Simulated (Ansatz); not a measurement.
# CsCu2I3 (Cmcm): band gap by G0W0 on r2SCAN

Wanted: the gap of CsCu2I3 (Cmcm) with a many-body correction, and the time that it takes.

Method: r2SCAN, then G0W0 on it, plane waves, PAW, in Ansatz 0.2.0.

This is a report of a sequence of runs, with most program output left out.

In doubt: one-shot GW on d or f shells is unsure (step 3), so the values of those runs are not to be relied on; masses and optical values from hybrid runs of this build are listed as unsure (in some of the runs), which bears on the screening that GW takes from such a start.

**1. The structure**

The structure is orthorhombic, space group Cmcm (No. 63). The conventional cell has a = 10.548 Å, b = 13.172 Å, c = 6.097 Å, α = 90.00°, β = 90.00°, γ = 90.00°. Nearest to Cs lie 10 I at 3.88 to 4.47 Å. Nearest to Cu lie 4 I at 2.60 to 2.70 Å. Nearest to I lie 4 Cu at 2.70 Å and 2 Cs at 4.09 Å. I has 2 Cu at 2.60 Å and 4 Cs at 3.88 to 4.47 Å nearest. Farther neighbours and most contacts between anions are not listed.

The cell and positions come from the Crystallography Open Database and are kept as given unless a step says otherwise. Spin-orbit coupling is left out unless a step names it. The default PAW set here is soft_2. Its files were made with PBE.

**2. Bands along the symmetry lines**

Levels along a band path and on the mesh show where this functional puts the band edges.

This step: DFT, r2SCAN, plane waves, PAW.

Input file input.yaml:

```yaml
crystal:
  lattice:
    - [5.27395, -6.58625, 0.0]
    - [5.27395, 6.58625, 0.0]
    - [0.0, 0.0, 6.09718]
  atoms:
    - { symbol: Cs, position: [0.3278, 0.6722, 0.25] }
    - { symbol: Cs, position: [0.6722, 0.3278, 0.75] }
    - { symbol: Cu, position: [0.851, 0.851, 0.0] }
    - { symbol: Cu, position: [0.149, 0.149, 0.5] }
    - { symbol: Cu, position: [0.149, 0.149, 0.0] }
    - { symbol: Cu, position: [0.851, 0.851, 0.5] }
    - { symbol: I, position: [0.8796, 0.1204, 0.25] }
    - { symbol: I, position: [0.1204, 0.8796, 0.75] }
    - { symbol: I, position: [0.836, 0.598, 0.25] }
    - { symbol: I, position: [0.164, 0.402, 0.75] }
    - { symbol: I, position: [0.598, 0.836, 0.75] }
    - { symbol: I, position: [0.402, 0.164, 0.25] }
kpoints:
  mp_grid: { grid: [4, 4, 4] }
  band_path:
    path:
      - [[0.0, 0.0, 0.0], [-0.5, 0.5, 0.0], [-0.41030077, 0.58969923, 0.0]]
      - [[0.41030077, 0.41030077, 0.0], [0.0, 0.0, 0.0], [0.0, 0.0, 0.5], [0.41030077, 0.41030077, 0.5]]
      - [[-0.41030077, 0.58969923, 0.5], [-0.5, 0.5, 0.5], [-0.5, 0.5, 0.0]]
      - [[0.0, 0.0, 0.0], [0.0, 0.5, 0.0], [0.0, 0.5, 0.5], [0.0, 0.0, 0.5], [-0.5, 0.5, 0.5]]
    npoints: 10
hamiltonian:
  xc: r2scan
scf:
  occupations: { method: fermi_dirac, width: 0.02 }
  n_extra_bands: 8
output:
  eigenvalues: true
  forces: true
  stress: true
```

On the command line:

```sh
$ ansatz run input.yaml --threads 24 --pin off --max-ram 82944MiB --backend cuda --events-out ev --progress --plain --runs-dir out --devices 1 --max-vram 78GiB
```

Elapsed: 4.8 s, on 1 × NVIDIA GB200 (shared by 2 runs) with 24 threads of Arm Neoverse V2, shared host; peak memory 1.6 GiB.

Numbers from this step:

* pressure: -0.1026 GPa
* filled bands: 98
* gap: 2.497 eV
* valence top at: Γ
* conduction bottom at: Γ
* least direct gap: 2.497 eV

Over mesh and path the gap is 2.497 eV, direct, at k = Γ.

Electronic bands along the path, in eV, zero at the top of the highest nominally filled band:

```csv
point,band 95,band 96,band 97,band 98,band 99,band 100,band 101,band 102
Γ,-0.66,-0.21,-0.19,0.00,2.50,3.32,3.42,3.44
halfway,-0.70,-0.51,-0.20,-0.11,3.14,3.47,3.62,3.71
Y,-0.72,-0.71,-0.24,-0.21,3.50,3.77,3.85,4.08
halfway,-0.72,-0.68,-0.24,-0.21,3.50,3.77,3.84,4.10
C0,-0.72,-0.62,-0.24,-0.22,3.51,3.79,3.82,4.16
jump to Σ0,-0.72,-0.62,-0.24,-0.22,3.51,3.79,3.82,4.16
halfway,-0.57,-0.36,-0.23,-0.23,3.19,3.45,3.65,3.74
Γ,-0.66,-0.21,-0.19,0.00,2.50,3.32,3.42,3.44
halfway,-0.56,-0.36,-0.25,-0.11,3.09,3.28,3.61,3.62
Z,-0.39,-0.39,-0.36,-0.36,3.12,3.12,3.35,3.35
halfway,-0.45,-0.45,-0.36,-0.36,3.49,3.49,3.63,3.63
A0,-0.47,-0.47,-0.31,-0.31,4.11,4.11,4.19,4.19
jump to E0,-0.47,-0.47,-0.31,-0.31,4.11,4.11,4.19,4.19
halfway,-0.46,-0.46,-0.31,-0.31,4.15,4.15,4.29,4.29
T,-0.45,-0.45,-0.31,-0.31,4.16,4.16,4.35,4.35
halfway,-0.66,-0.61,-0.32,-0.21,3.89,3.94,3.96,4.43
Y,-0.72,-0.71,-0.24,-0.21,3.50,3.77,3.85,4.08
jump to Γ,-0.66,-0.21,-0.19,0.00,2.50,3.32,3.42,3.44
halfway,-0.58,-0.40,-0.21,-0.08,2.93,3.48,3.54,3.59
S,-0.61,-0.50,-0.25,-0.11,3.45,3.60,3.64,3.69
halfway,-0.51,-0.50,-0.22,-0.17,3.21,3.60,3.69,3.83
R,-0.40,-0.40,-0.36,-0.36,3.53,3.53,3.97,3.97
halfway,-0.42,-0.42,-0.36,-0.36,3.33,3.33,3.60,3.60
Z,-0.39,-0.39,-0.36,-0.36,3.12,3.12,3.35,3.35
halfway,-0.42,-0.42,-0.37,-0.37,3.61,3.61,3.84,3.84
T,-0.45,-0.45,-0.31,-0.31,4.16,4.16,4.35,4.35
```

**3. G0W0 on the 2×2×2 mesh**

G0W0 replaces the xc potential by a self-energy built once from the orbitals of the start. Levels are corrected in the window of bands that the input names, at points of the mesh.

This step: G0W0 on r2SCAN, plane waves, PAW.

input.yaml, the sections that differ from step 2:

```yaml
kpoints:
  mp_grid: { grid: [2, 2, 2] }
scf:
  occupations: { method: fixed }
gw:
  n_empty_bands: 961
  ecut_chi: 100.0
  qp_bands: [v4, c4]
  qp_kpoints: band_edges
  screening: { model: contour_deformation }
# crystal, hamiltonian: as in step 2
# output: removed
```

It took 14 s on 1 × NVIDIA GB200 (shared by 2 runs) with 24 threads; peak memory 4.8 GiB; 46 s of CPU time.

This step gave:

| Property | Result |
| --- | --- |
| bands summed | 1059 |
| RPA ε∞ on this mesh (eigenvalues) | 3.806, 3.884, 3.942 |
| plane waves in the screening matrix | 955 |
| q-points in the mesh | 8 |
| G0W0 gap over the corrected points | 3.354 eV |
| k of the valence top | 0, 0, 0 |
| k of the conduction bottom | 0, 0, 0 |
| starting gap on the mesh | 2.496 eV |
| Z at the valence top | 0.7357 |
| Z at the conduction bottom | 0.8227 |
| least direct G0W0 gap over the corrected points | 3.354 eV |

Over all 6 irreducible mesh points the G0W0 gap is 3.354 eV, direct, at k = Γ. The r2SCAN gap of this run on the mesh is 2.496 eV. The two states that bound the G0W0 gap lie that far apart at the start, so the correction of the gap is 3.354 − 2.496 = +0.858 eV. The start of this run differs from the step before in mesh (4×4×4 and 2×2×2).

Labels follow the order of the start: v1 is the top filled band, c1 the lowest empty one; levels that stay degenerate share a row, the window can cut a multiplet, doubted levels are not marked in this list, bands outside the window were not corrected, and the list may be a part of the corrected levels. The levels before and after the correction (eV, zero at the valence-band top of each column):

|  | conduction bottom | valence top |
| --- | --- | --- |
| Kohn-Sham | 2.50 | 0.00 |
| G0W0 | 3.35 | 0.00 |

|  | level | occupation | energy (eV) |
| --- | --- | --- | --- |
| Kohn-Sham | Γ v4 | 2 | -0.664 |
| Kohn-Sham | Γ v3 | 2 | -0.212 |
| Kohn-Sham | Γ v2 | 2 | -0.187 |
| Kohn-Sham | Γ v1 | 2 | 0.000 |
| Kohn-Sham | Γ c1 | 0 | 2.496 |
| Kohn-Sham | Γ c2 | 0 | 3.322 |
| Kohn-Sham | Γ c3 | 0 | 3.416 |
| Kohn-Sham | Γ c4 | 0 | 3.434 |
| G0W0 | Γ v4 | 2 | -0.716 |
| G0W0 | Γ v3 | 2 | -0.265 |
| G0W0 | Γ v2 | 2 | -0.197 |
| G0W0 | Γ v1 | 2 | 0.000 |
| G0W0 | Γ c1 | 0 | 3.354 |
| G0W0 | Γ c2 | 0 | 4.216 |
| G0W0 | Γ c3 | 0 | 4.524 |
| G0W0 | Γ c4 | 0 | 4.654 |

The parts of the quasiparticle energy for the two states that bound the G0W0 gap, in eV on the run's own scale (QP = start + Σx + Σc − Vxc, with Σc at the quasiparticle energy):

| edge | k | band | start | Σx | Σc | Vxc | Z | QP |
| --- | --- | --- | --- | --- | --- | --- | --- | --- |
| valence top | Γ | 98 | 6.244 | −34.911 | 5.193 | −29.151 | 0.736 | 5.676 |
| conduction bottom | Γ | 99 | 8.740 | −6.800 | −3.600 | −10.690 | 0.823 | 9.030 |

**4. Spin-orbit coupling in r2SCAN**

This run has two-component orbitals with spin-orbit coupling.

This step: DFT, r2SCAN with spin-orbit coupling, plane waves, PAW.

input.yaml, the sections that differ from step 3:

```yaml
kpoints:
  mp_grid: { grid: [4, 4, 4] }
  band_path:
    path:
      - [0.0, 0.0, 0.0]
      - [-0.5, 0.5, 0.0]
      - [-0.41030077, 0.58969923, 0.0]
      - [0.41030077, 0.41030077, 0.0]
      - [0.0, 0.0, 0.5]
      - [0.41030077, 0.41030077, 0.5]
      - [-0.41030077, 0.58969923, 0.5]
      - [-0.5, 0.5, 0.5]
    npoints: 1
scf:
  occupations: { method: fixed }
  n_extra_bands: 16
magnetization:
  noncollinear: true
  spin_orbit: true
output:
  eigenvalues: true
  forces: true
  stress: true
# crystal, hamiltonian: as in step 3
# gw: removed
```

It took 6.6 s on 1 × NVIDIA GB200 (shared by 2 runs) with 24 threads; peak memory 2.3 GiB; 53 s of CPU time.

Numbers from this step:

```yaml
pressure: -0.07275 GPa
gap: 2.407 eV
valence_top_at: Γ
conduction_bottom_at: Γ
least_direct_gap: 2.407 eV
```

Over mesh and listed points the gap is 2.407 eV, direct, at k = Γ. r2SCAN+SOC against r2SCAN: 2.407 − 2.497 = −0.090 eV, with the same mesh, set of files (read in its fully relativistic form for the spin-orbit run) and cutoff, and both edges at the same k points. The spin-orbit run sees mesh and listed points alone, so its gap is an upper bound: the coupling can move an edge off these points, and the change over the zone, its sign included where it is small, is not known.

**5. The runs together**

Each gap is the least one over the points named; times are wall times on shared hosts, not benchmarks. A G0W0 time includes the run's own self-consistent start. Runs with listed points see these and the mesh alone, so an edge that moves elsewhere is missed. Rows marked * are further runs, not shown as steps, whose inputs differ from the G0W0 step on the same start in the columns given; solver thresholds can differ too.

```csv
level,mesh,"files, cutoff","bands summed, screening",points,gap (eV),valence top,conduction bottom,least direct gap (eV),time
r2SCAN,4×4×4,"soft_2 PAW, 500 eV",-,mesh and path,2.497,Γ,Γ,2.497,4.8 s
r2SCAN+SOC,4×4×4,"soft_2 PAW, 500 eV",-,mesh and listed points,2.407,Γ,Γ,2.407,6.6 s
G0W0@r2SCAN*,2×2×2,"soft_2 PAW, 500 eV","256, 30 eV",all 6 irreducible mesh points,4.373,Γ,Γ,4.373,6.4 s
G0W0@r2SCAN*,2×2×2,"soft_2 PAW, 500 eV","545, 60 eV",all 6 irreducible mesh points,3.629,Γ,Γ,3.629,8.4 s
G0W0@r2SCAN,2×2×2,"soft_2 PAW, 500 eV","1059, 100 eV",all 6 irreducible mesh points,3.354,Γ,Γ,3.354,14 s
G0W0@r2SCAN*,2×2×2,"soft_2 PAW, 500 eV","545, 60 eV, plasmon pole",all 6 irreducible mesh points,3.638,Γ,Γ,3.638,7.7 s
```

**6. Summary of results**

```
r2SCAN gap over mesh and path                      : 2.497 eV, direct, at k = Γ
G0W0@r2SCAN gap over all 6 irreducible mesh points : 3.354 eV, direct, at k = Γ
r2SCAN+SOC gap over mesh and listed points         : 2.407 eV
GW settings                                        : 2×2×2 mesh, 961 empty bands, screening to 100 eV
known limits                                       : finite bands, screening cutoff and k mesh; no spin-orbit coupling in G0W0; d shells not analysed; screening cutoff under 40 eV in some runs
```

In words: Over all 6 irreducible mesh points the G0W0 gap is 3.354 eV, direct, at k = Γ. The r2SCAN gap of this run on the mesh is 2.496 eV. The two states that bound the G0W0 gap lie that far apart at the start, so the correction of the gap is 3.354 − 2.496 = +0.858 eV. The valence state moves by 5.676 − 6.244 = −0.568 eV and the conduction state by 9.030 − 8.740 = +0.290 eV, on the run's own scale; with 256 bands the edge states move by −1.113 and +0.764 eV, so the split between the edges depends on the bands and cutoff. Both edges that r2SCAN shows over mesh and path lie at k points where levels were corrected. Levels at other points were not corrected, so a lower G0W0 gap elsewhere in the zone is not ruled out. From 256 bands and 30 eV to 1059 bands and 100 eV the gap moves by 3.354 − 4.373 = −1.019 eV (rung by rung 4.373, 3.629, 3.354 eV); bands and screening cutoff rise together, so their parts are not told apart. A line in one over the bands through the two highest rungs gives 3.354 + (3.354 − 3.629) × 545 / (1059 − 545) = 3.062 eV, and through the pair below 3.629 + (3.629 − 4.373) × 256 / (545 − 256) = 2.970 eV. The two differ by 0.092 eV, not under the 0.030 eV asked, so the law does not hold well over these rungs and the limit is not known. With the plasmon pole model in place of the contour deformation model and all else as in the G0W0@r2SCAN row with 545 bands, the gap differs by 3.638 − 3.629 = +0.009 eV. G0W0 on other starts in this series, not shown as steps and not all at these settings: 3.945 eV on HSE06 (2×2×2, soft_2 PAW, 545 bands, 60 eV) and 4.192 eV on PBE0 (2×2×2, soft_2 PAW, 545 bands, 60 eV). r2SCAN+SOC against r2SCAN: 2.407 − 2.497 = −0.090 eV, with the same mesh, set of files (read in its fully relativistic form for the spin-orbit run) and cutoff, and both edges at the same k points. The spin-orbit run sees mesh and listed points alone, so its gap is an upper bound: the coupling can move an edge off these points, and the change over the zone, its sign included where it is small, is not known. What spin-orbit coupling does to the G0W0 levels was not computed, so no sum with the G0W0 gap is formed. The G0W0 runs are scalar-relativistic. One-shot GW is known to converge slowly in bands for compounds with shallow d shells. The cell holds Cu; the filling of the d shell and its place against the gap were not analysed here. No pair of G0W0 runs that differ in the mesh alone is shown (2×2×2 is a supercell whose nearest images lie 12 Å apart), so the error from the mesh is not known here. G0W0@r2SCAN runs of this series with other atomic data on the same mesh, not shown as steps, give 3.645 eV (hard PAW, 700 eV, 545 bands, screening to 60 eV; the table's row with the same empty bands and screening cutoff has 3.629 eV); where bands and cutoffs differ too, the part of the files is not isolated. A screening cutoff under 40 eV is crude: G0W0@r2SCAN with 256 bands at 30 eV.

[Paths, hosts, dates, memory and timing lines, banners, echoed tables and standing remarks are left out of the program output.]

[Logs are printed without paths, hosts, clocks, repeated set-up lines and the standing remarks that a program may print on its own settings, such as how far it seeks lower states.]

[Runs of the session that timed out or met a known fault of the program may be left out.]

[Cells called generated may have been cut or substituted from an entry of the Crystallography Open Database or the Materials Project.]

[Hosts, paths, dates, database ids (printed as entryN), source tags and the programs' standing remarks are cut or masked in the printed files.]

[Where an RPA ε∞ is given, it is that of the G0W0 mesh and is not shown converged in it. Names of k-points follow the symmetry that the program found, which can be lower than the space group named. Band edges on a path are those of the sampled points; other points can move an edge, and change direct to indirect where valleys lie close.]

[Hybrid gaps are those of their k-mesh and are not shown converged in it.]
